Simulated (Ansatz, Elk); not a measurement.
**Ga3Mo: X-ray structure factors from the self-consistent density**

The structure of Ga3Mo used here is made up (a known structure type with other elements) and was relaxed beforehand with PBE. The aim is the Fourier transform of its all-electron density, F(hkl), set beside the sum over free spherical atoms that refinements use.

Main program and level: Elk 11.2.3 (patched build); DFT, PBE, all-electron APW+lo, Dirac cores, scalar-relativistic bands, static density, no spin.

The structure was built from a prototype and need not be the compound's stable phase.

### Step 1. The starting structure

It takes space group I4/mmm (No. 139, tetragonal). Conventional cell: a = 3.796 Å, b = 3.796 Å, c = 8.562 Å, α = 90.00°, β = 90.00°, γ = 90.00°. Nearest to Mo lie 12 Ga at 2.68 to 2.86 Å. Nearest to Ga lie 8 Ga at 2.68 to 2.86 Å and 4 Mo at 2.86 Å. Ga has 4 Mo at 2.68 Å and 8 Ga at 2.86 Å nearest. Farther neighbours are not listed.

### Step 2. Ground state and structure factors

An all-electron density is needed, since X-rays see the cores too. Task 0 finds the density and task 195 Fourier-transforms it; tshift is off so that phases refer to the origin typed.

File elk.in:

```
tasks
  0
  195

xctype
  20

spinpol
  .false.

rgkmax
  7.0

gmaxvr
  14.0

lmaxo
  7

lmaxapw
  8

swidth
  0.002

tshift
  .false.

ramdisk
  .false.

hmaxvr
  5.5

maxscl
  120

epspot
  1e-06

sppath
  './'

avec
  -3.58643260404 3.58643260404 8.08986983979
  3.58643260404 -3.58643260404 8.08986983979
  3.58643260404 3.58643260404 -8.08986983979

atoms
  2
  'Mo.in'
  1
  -0.0000000000 0.0000000000 0.0000000000   0.000000 0.000000 0.000000
  'Ga.in'
  3
  0.2500000000 0.7500000000 0.5000000000   0.000000 0.000000 0.000000
  0.7500000000 0.2500000000 0.5000000000   0.000000 0.000000 0.000000
  0.5000000000 0.5000000000 0.0000000000   0.000000 0.000000 0.000000

ngridk
  8 8 8
```

Command:

```bash
$ OMP_NUM_THREADS=4 elk
```

Numbers of over 12 decimals in the logs are rounded to 6 here.

Log:

```text
┌─────────────────────────┐
│ Elk code version 11.2.3 │
└─────────────────────────┘

All units are atomic (Hartree, Bohr, etc.)

┌─────────────────────────────────────────────────┐
│ Ground-state run starting from atomic densities │
└─────────────────────────────────────────────────┘

Lattice vectors :
  -3.586432604       3.586432604       8.089869840
   3.586432604      -3.586432604       8.089869840
   3.586432604       3.586432604      -8.089869840

Reciprocal lattice vectors :
  0.7148354749E-17  0.8759658972      0.3883366130
  0.8759658972      0.7148354749E-17  0.3883366130
  0.8759658972      0.8759658972     -0.1888251942E-17

Unit cell volume      :    416.2237652
Brillouin zone volume :   0.5959539896

Muffin-tin inner radius fraction :   0.1000000000E-01

Nuclei treated as point charges

Species : 1 (Mo)
 parameters loaded from : Mo.in
 name : molybdenum
 nuclear charge    :   -42.00000000
 electronic charge :    42.00000000
 atomic mass :    174887.9214
 muffin-tin radius :    2.600000000
 number of radial points in muffin-tin :   1193
 inner part over the whole radius :   0.9897744308E-02
 number on inner part of muffin-tin    :    848
 approximate nuclear radius :   0.8334154960E-04
 number of mesh points to nuclear radius :    419
 atomic positions (lattice), magnetic fields (Cartesian) :
  1 :   0.00000000  0.00000000  0.00000000    0.00000000  0.00000000  0.00000000

Species : 2 (Ga)
 parameters loaded from : Ga.in
 name : gallium
 nuclear charge    :   -31.00000000
 electronic charge :    31.00000000
 atomic mass :    127097.2539
 muffin-tin radius :    2.400000000
 number of radial points in muffin-tin :    993
 inner part over the whole radius :   0.9952882137E-02
 number on inner part of muffin-tin    :    702
 approximate nuclear radius :   0.7562051033E-04
 number of mesh points to nuclear radius :    339
 atomic positions (lattice), magnetic fields (Cartesian) :
  1 :   0.25000000 -0.25000000  0.50000000    0.00000000  0.00000000  0.00000000
  2 :  -0.25000000  0.25000000  0.50000000    0.00000000  0.00000000  0.00000000
  3 :   0.50000000  0.50000000  0.00000000    0.00000000  0.00000000  0.00000000

Total number of atoms per unit cell :    4
Total muffin-tin volume :    247.3396840
 ratio of muffin-tin to unit cell volume :   0.5942469044

Spin treatment :
 spin-unpolarised

Number of Bravais lattice symmetries :   16
Number of crystal symmetries         :   16
Crystal has inversion symmetry
Real symmetric eigensolver will be used

k-point grid :      8     8     8
k-point offset :    0.000000000       0.000000000       0.000000000
k-point set is reduced with full crystal symmetry group
Total number of k-points :       59

Muffin-tin radius times maximum |G+k| :    7.000000000
 using average radius
Maximum |G+k| for APW functions       :    2.857142857
Maximum (1/2)|G+k|²                   :    4.081632653
Maximum |G| for potential and density :    14.00000000
Constant for pseudocharge density :    9
 order of it for each species :   16  16
 order of it for pair densities of each species (exact exchange by exxq0 0: 17) :   11   9
Radial integration step length :    1

G-vector grid sizes :     45    45    45
Number of G-vectors :    19261

Maximum angular momentum used for
 APW functions            :    8
 outer part of muffin-tin :    7
 inner part of muffin-tin :    2

Total nuclear charge    :   -135.0000000
Total core charge       :    82.00000000
Total valence charge    :    53.00000000
Total excess charge     :    0.000000000
Total electronic charge :    135.0000000

Effective Wigner radius, rₛ :   0.9028899770

Number of empty states         :     16
Total number of valence states :     43
Total number of core states    :     82

Third-order local-orbitals added for an l without core states : T
Total number of local-orbitals :     75

Exchange-correlation functional :     20     0     0
 Perdew-Burke-Ernzerhof, Phys. Rev. Lett. 77, 3865 (1996)
 gradient requirement :    1
[...]
xc potential                :     -455.38429698296
 exchange                    :     -343.82482755879
 correlation                 :     -6.768540
 electron entropic           :    -0.88961449779012E-03
 total energy                :     -9882.8192404170

Density of states at Fermi energy :    65.54528204
 (states/Hartree/unit cell)

Estimated indirect band gap :   0.5062884504E-03
 from k-point 30 to k-point 27
Estimated direct band gap   :   0.1092023325E-01
 at k-point 47

Charges :
 core                        :    82.00000000
 valence                     :    53.00000000
 interstitial                :    5.456205657
 muffin-tins (core leakage)
  species : 1 (Mo)
   atom 1                    :    40.06215141     ( -0.3798028558E-08)
  species : 2 (Ga)
   atom 1                    :    29.80595427     (  0.8013476505E-03)
[...]
total in muffin-tins        :    129.5437943
 total calculated charge     :    134.9970576
 total charge                :    135.0000000
 error                       :   0.2942415987E-02

RMS change in Kohn-Sham potential (target) :   0.1595181070     (  0.1000000000E-05)
Absolute change in total energy (target)   :   0.1222547318     (  0.1000000000E-03)

[... loops 3 to 14 left out ...]

┌──────────────────┐
│ Loop number : 15 │
└──────────────────┘

Energies :
 Fermi                       :     0.350523
 sum of occupied eigenvalues :     -5745.4732596577
 electron kinetic            :      10146.300444971
 core electron kinetic       :      9646.8778493906
 Coulomb                     :     -19677.129430824
 Coulomb potential           :     -15434.783545298
 nuclear-nuclear             :     -1412.0574870581
 electron-nuclear            :     -21136.106045740
 Hartree                     :      2871.0341019736
 Madelung                    :     -11959.737658175
 xc potential                :     -456.99015933061
 exchange                    :     -344.35262287395
 correlation                 :     -6.768551
 electron entropic           :    -0.10178108293987E-02
 total energy                :     -9881.9511779706

Density of states at Fermi energy :    73.41074207
 (states/Hartree/unit cell)

Estimated indirect band gap :   0.2141754191E-02
 from k-point 27 to k-point 8
Estimated direct band gap   :   0.6848717599E-02
 at k-point 18

Charges :
 core                        :    82.00000000
 valence                     :    53.00000000
 interstitial                :    5.146060533
 muffin-tins (core leakage)
  species : 1 (Mo)
[...]
species : 2 (Ga)
[...]
total in muffin-tins        :    129.8539395
 total calculated charge     :    134.9971640
 total charge                :    135.0000000
 error                       :   0.2836020361E-02

RMS change in Kohn-Sham potential (target) :   0.1405076577E-06 (  0.1000000000E-05)
Absolute change in total energy (target)   :   0.8260607865E-04 (  0.1000000000E-03)

Convergence targets achieved

┌──────────────────┐
│ Loop number : 16 │
└──────────────────┘

Energies :
 Fermi                       :     0.350523
 sum of occupied eigenvalues :     -5745.4732600794
 electron kinetic            :      10146.300447195
 core electron kinetic       :      9646.8778506321
 Coulomb                     :     -19677.129432187
 Coulomb potential           :     -15434.783544247
 nuclear-nuclear             :     -1412.0574870581
 electron-nuclear            :     -21136.106050355
 Hartree                     :      2871.0341052262
 Madelung                    :     -11959.737660063
 xc potential                :     -456.99016302748
 exchange                    :     -344.35262298254
 correlation                 :     -6.768551
 electron entropic           :    -0.10178110529946E-02
 total energy                :     -9881.9511772038

Density of states at Fermi energy :    73.41076186
 (states/Hartree/unit cell)

Estimated indirect band gap :   0.2141748224E-02
 from k-point 27 to k-point 8
Estimated direct band gap   :   0.6848725754E-02
 at k-point 18

Charges :
 core                        :    82.00000000
 valence                     :    53.00000000
 interstitial                :    5.146060072
 muffin-tins (core leakage)
  species : 1 (Mo)
[...]
species : 2 (Ga)
   atom 1                    :    29.76585771     (  0.7602596800E-03)
   atom 2                    :    29.76585771     (  0.7602596800E-03)
   atom 3                    :    29.80742113     (  0.7655151679E-03)
 total in muffin-tins        :    129.8539399
 total calculated charge     :    134.9971640
 total charge                :    135.0000000
 error                       :   0.2836020505E-02

┌──────────────────────────────┐
│ Self-consistent loop stopped │
└──────────────────────────────┘

Warning : core states of species 2 leak from the muffin-tin :   0.7655151679E-03

Wrote STATE.OUT
```

The job ended after 29 s (4 threads of Arm Neoverse V2, shared host; peak memory 0.17 GiB; 93 s of CPU time).

SFACRHO.OUT:

```text

h k l indices transformed by vhmat matrix:
   1.000000000       0.000000000       0.000000000    
   0.000000000       1.000000000       0.000000000    
   0.000000000       0.000000000       1.000000000    

      h      k      l  multipl.   |H|            Re(F)            Im(F)           |F|

      0      0      0      1   0.0000000       135.00000      0.12401512E-16   135.00000    
     -1     -1      1      2  0.77667323       9.6625754      0.12972484E-13   9.6625754    
     -1      0      0      8  0.95818661       9.1588027     -0.31296306E-14   9.1588027    
      1     -1      0      4   1.2388029       8.3078897     -0.10628804E-16   8.3078897    
      2      1     -2      8   1.4575885       7.7216907      0.88897189E-14   7.7216907    
      0      2     -1      8   1.4621401       104.21190     -0.34127122E-14   104.21190    
      2      2     -2      2   1.5533465       102.03389     -0.53827043E-16   102.03389    
      1     -1     -1      4   1.7519318       97.470622      0.56872873E-14   97.470622    
      2      0      0      8   1.9163732       7.1149749     -0.52518157E-14   7.1149749    
      1      3     -2      8   1.9868361       7.0645383     -0.11521122E-13   7.0645383    
      2     -1     -1     16   1.9968442       7.0522204      0.26270676E-14   7.0522204    
     -3     -2      2      8   2.1301290       6.8567491     -0.12712492E-13   6.8567491    
      0     -3      1     16   2.2789974       6.7462493     -0.73649714E-14   6.7462493    
     -3     -3      3      2   2.3300197       6.6768944      0.29070077E-13   6.6768944    
     -3     -1      3      8   2.3413992       85.420187     -0.48248278E-14   85.420187    
     -2      2      0      4   2.4776057       82.829557     -0.15760946E-16   82.829557    
     -1     -1      3      8   2.5964883       6.5174598      0.18248815E-13   6.5174598    
      3      3     -4      8   2.6388680       79.743776      0.44791759E-14   79.743776
```

Elk indexes on the primitive cell of elk.in and gives |H| = 4π sin θ/λ in inverse bohr. Below, one row stands for each form hkl of the conventional cell (m members, Friedel mates merged), F is for one primitive cell and the density is static (no thermal factor). Free-atom factors are Waasmaier and Kirfel's, and R is Σm||F|−|F'||/Σm|F|.

| hkl | m | sin θ/λ (Å⁻¹) | abs F, DFT | neutral atoms | diff. |
| --- | --- | --- | --- | --- | --- |
| 002 | 2 | 0.117 | 9.663 | 9.704 | -0.042 |
| 101 | 8 | 0.144 | 9.159 | 9.217 | -0.059 |
| 110 | 4 | 0.186 | 8.308 | 8.478 | -0.170 |
| 103 | 8 | 0.219 | 7.722 | 7.947 | -0.225 |
| 112 | 8 | 0.220 | 104.212 | 104.855 | -0.643 |
| 004 | 2 | 0.234 | 102.034 | 102.746 | -0.712 |
| 200 | 4 | 0.264 | 97.471 | 98.249 | -0.778 |
| 202 | 8 | 0.288 | 7.115 | 7.039 | +0.076 |
| 114 | 8 | 0.299 | 7.064 | 6.930 | +0.135 |
| 211 | 16 | 0.300 | 7.052 | 6.915 | +0.137 |
| 105 | 8 | 0.320 | 6.857 | 6.735 | +0.122 |
| 213 | 16 | 0.343 | 6.746 | 6.572 | +0.174 |
| 006 | 2 | 0.350 | 6.677 | 6.526 | +0.151 |
| 204 | 8 | 0.352 | 85.420 | 85.624 | -0.204 |
| 220 | 4 | 0.373 | 82.830 | 82.902 | -0.072 |
| 222 | 8 | 0.391 | 6.518 | 6.356 | +0.161 |
| 116 | 8 | 0.397 | 79.744 | 79.793 | -0.049 |
| 301 | 8 | 0.400 | 6.463 | 6.334 | +0.129 |

### Step 3. The highest occupied states alone

An energy window below the Fermi level keeps the highest occupied states, to see at which angles they scatter; shallow core shells can lie inside it and anion s states outside. No new self-consistency is needed.

Changes to elk.in since step 2:

```diff
@@ -1,3 +1,2 @@
 tasks
-  0
   195
@@ -40,2 +39,5 @@
 
+wsfac
+  -0.200720 0.650520
+
 sppath
```

Command:

```bash
$ OMP_NUM_THREADS=4 elk
```

Log:

```text
┌─────────────────────────────────┐
│ Elk code version 11.2.3 started │
└─────────────────────────────────┘

Info(readinput): the functional depends on the density's gradient
 muffin-tin radial points multiplied by    2.00000
 (not where nrmtscf is given)

┌────────────────────┐
│ Current task : 195 │
└────────────────────┘

Info(sfacrho): density structure factors written to SFACRHO.OUT

 Energy window :  -0.2007200000      0.6505200000

┌──────────────────┐
│ Elk code stopped │
└──────────────────┘
```

Run time: 5.6 s. Hardware: 4 threads; peak memory 0.16 GiB; 7.9 s of CPU time.

States within 15 eV below the Fermi level hold 15.00 electrons; any levels below the window count with the cores. Their amplitudes can exceed the total, where window and core parts have opposite phase:

| hkl | sin θ/λ (Å⁻¹) | abs F, window | abs F, all |
| --- | --- | --- | --- |
| 002 | 0.117 | 1.998 | 9.663 |
| 101 | 0.144 | 1.643 | 9.159 |
| 110 | 0.186 | 1.062 | 8.308 |
| 103 | 0.219 | 0.672 | 7.722 |
| 112 | 0.220 | 1.346 | 104.212 |
| 004 | 0.234 | 0.932 | 102.034 |
| 200 | 0.264 | 0.348 | 97.471 |
| 202 | 0.288 | 0.434 | 7.115 |
| 114 | 0.299 | 0.428 | 7.064 |
| 211 | 0.300 | 0.410 | 7.052 |

### Step 4. Another functional

The difference from free atoms is small, so it is set against the change that LDA (Perdew-Wang) makes.

Changes to elk.in since step 3:

```diff
@@ -1,2 +1,3 @@
 tasks
+  0
   195
@@ -4,3 +5,3 @@
 xctype
-  20
+  3
 
@@ -39,5 +40,2 @@
 
-wsfac
-  -0.200720 0.650520
-
 sppath
```

Command:

```bash
$ OMP_NUM_THREADS=4 elk
```

Log:

```text
┌─────────────────────────┐
│ Elk code version 11.2.3 │
└─────────────────────────┘

All units are atomic (Hartree, Bohr, etc.)

┌─────────────────────────────────────────────────┐
│ Ground-state run starting from atomic densities │
└─────────────────────────────────────────────────┘

Lattice vectors :
  -3.586432604       3.586432604       8.089869840
   3.586432604      -3.586432604       8.089869840
   3.586432604       3.586432604      -8.089869840

Reciprocal lattice vectors :
  0.7148354749E-17  0.8759658972      0.3883366130
[...]
muffin-tins (core leakage)
  species : 1 (Mo)
[...]
species : 2 (Ga)
[...]
atom 2                    :    29.78825830     (  0.7802157441E-03)
   atom 3                    :    29.83085005     (  0.7857253265E-03)
 total in muffin-tins        :    129.9189837
 total calculated charge     :    134.9970792
 total charge                :    135.0000000
 error                       :   0.2920806260E-02

┌──────────────────────────────┐
│ Self-consistent loop stopped │
└──────────────────────────────┘

Warning : core states of species 2 leak from the muffin-tin :   0.7857253265E-03

Wrote STATE.OUT
[key lines of the parts left out:]
total energy                :     -9869.4282469694
```

Elapsed: 18 s, on 4 threads; peak memory 0.16 GiB.

Against the first run R = 0.07 %; the largest change is -0.066 at 220.

### Step 5. A coarser k-mesh

About half the k-points along each axis test the sampling.

Changes to elk.in since step 4:

```diff
@@ -5,3 +5,3 @@
 xctype
-  3
+  20
 
@@ -60,2 +60,2 @@
 ngridk
-  8 8 8
+  4 4 4
```

Command:

```bash
$ OMP_NUM_THREADS=4 elk
```

Log:

```text
┌─────────────────────────┐
│ Elk code version 11.2.3 │
└─────────────────────────┘

All units are atomic (Hartree, Bohr, etc.)

┌─────────────────────────────────────────────────┐
│ Ground-state run starting from atomic densities │
└─────────────────────────────────────────────────┘

Lattice vectors :
  -3.586432604       3.586432604       8.089869840
   3.586432604      -3.586432604       8.089869840
   3.586432604       3.586432604      -8.089869840

Reciprocal lattice vectors :
  0.7148354749E-17  0.8759658972      0.3883366130
[...]
muffin-tins (core leakage)
  species : 1 (Mo)
[...]
species : 2 (Ga)
[...]
atom 2                    :    29.76698831     (  0.7604364840E-03)
   atom 3                    :    29.81625988     (  0.7664380059E-03)
 total in muffin-tins        :    129.8552700
 total calculated charge     :    134.9972392
 total charge                :    135.0000000
 error                       :   0.2760845025E-02

┌──────────────────────────────┐
│ Self-consistent loop stopped │
└──────────────────────────────┘

Warning : core states of species 2 leak from the muffin-tin :   0.7664380059E-03

Wrote STATE.OUT
[key lines of the parts left out:]
total energy                :     -9881.9518759230
```

It took 14 s on 4 threads; peak memory 0.16 GiB; 31 s of CPU time.

Against the first run R = 0.02 %; the largest change is -0.015 at 202.

### Step 6. Basis size

A smaller basis shows how fast F responds to it; the change is likely larger than the basis error of the first run, but doesn't show convergence.

Changes to elk.in since step 5:

```diff
@@ -11,3 +11,3 @@
 rgkmax
-  7.0
+  5.5
 
@@ -60,2 +60,2 @@
 ngridk
-  4 4 4
+  8 8 8
```

Command:

```bash
$ OMP_NUM_THREADS=4 elk
```

Log:

```text
┌─────────────────────────┐
│ Elk code version 11.2.3 │
└─────────────────────────┘

All units are atomic (Hartree, Bohr, etc.)

┌─────────────────────────────────────────────────┐
│ Ground-state run starting from atomic densities │
└─────────────────────────────────────────────────┘

Lattice vectors :
  -3.586432604       3.586432604       8.089869840
   3.586432604      -3.586432604       8.089869840
   3.586432604       3.586432604      -8.089869840

Reciprocal lattice vectors :
  0.7148354749E-17  0.8759658972      0.3883366130
[...]
muffin-tins (core leakage)
  species : 1 (Mo)
[...]
species : 2 (Ga)
[...]
atom 2                    :    29.74343388     (  0.7667691250E-03)
   atom 3                    :    29.78951336     (  0.7722415138E-03)
 total in muffin-tins        :    129.7285914
 total calculated charge     :    134.9975588
 total charge                :    135.0000000
 error                       :   0.2441241228E-02

┌──────────────────────────────┐
│ Self-consistent loop stopped │
└──────────────────────────────┘

Warning : core states of species 2 leak from the muffin-tin :   0.7722415138E-03

Wrote STATE.OUT
[key lines of the parts left out:]
total energy                :     -9881.8294861130
```

Elapsed: 27 s, on 4 threads; peak memory 0.17 GiB.

Against the first run R = 0.03 %; the largest change is +0.095 at 204.

### Step 7. Settings against the effect

| run | R against the first run (%) | R against neutral atoms, low angle (%) | wall time |
| --- | --- | --- | --- |
| PBE, rgkmax 7 | 0.00 | 0.83 | 29 s |
| LDA (Perdew-Wang) | 0.07 | 0.85 | 18 s |
| k-mesh 4×4×4 | 0.02 | 0.84 | 14 s |
| rgkmax 5.5 | 0.03 | 0.86 | 27 s |

### Step 8. Results

```
R against neutral atoms, sin θ/λ < 0.3 Å⁻¹ : 0.83 %
R against neutral atoms, 0.3 to 0.82 Å⁻¹   : 0.38 %
```

In words: Independent neutral atoms miss the calculated amplitudes by R = 0.83 % below 0.3 Å⁻¹ and 0.38 % from there to 0.82 Å⁻¹; by shells, 0.60 % below 0.15 Å⁻¹ (2 forms), 0.85 % 0.15 to 0.3 (7 forms), 0.42 % 0.3 to 0.45 (16 forms), 0.37 % above 0.45 (87 forms). Bonding, aspherical density and the tables' own atoms all enter these figures, and the runs don't part them. The largest change of an amplitude is -0.78 electrons, at 200. The window's part falls from 15.0 electrons at the origin to at most 0.20 between 0.45 and 0.82 Å⁻¹. Below 0.3 Å⁻¹ the changes that finished (LDA (Perdew-Wang), k-mesh 4×4×4 and rgkmax 5.5) move F by R = 0.05 % at most, against the 0.83 % that separates it from free atoms. These runs have no spin, though d or f shells may be open. Part of the difference isn't bonding: the tables are fits to free atoms and ions calculated by other methods than this functional. Thermal motion, anomalous dispersion and extinction are left out.

[Logs are printed without paths, hosts, clocks, repeated set-up lines and the standing remarks that a program may print on its own settings, such as how far it seeks lower states.]

[Hosts, paths, dates, database ids (printed as entryN), source tags and the programs' standing remarks are cut or masked in the printed files.]
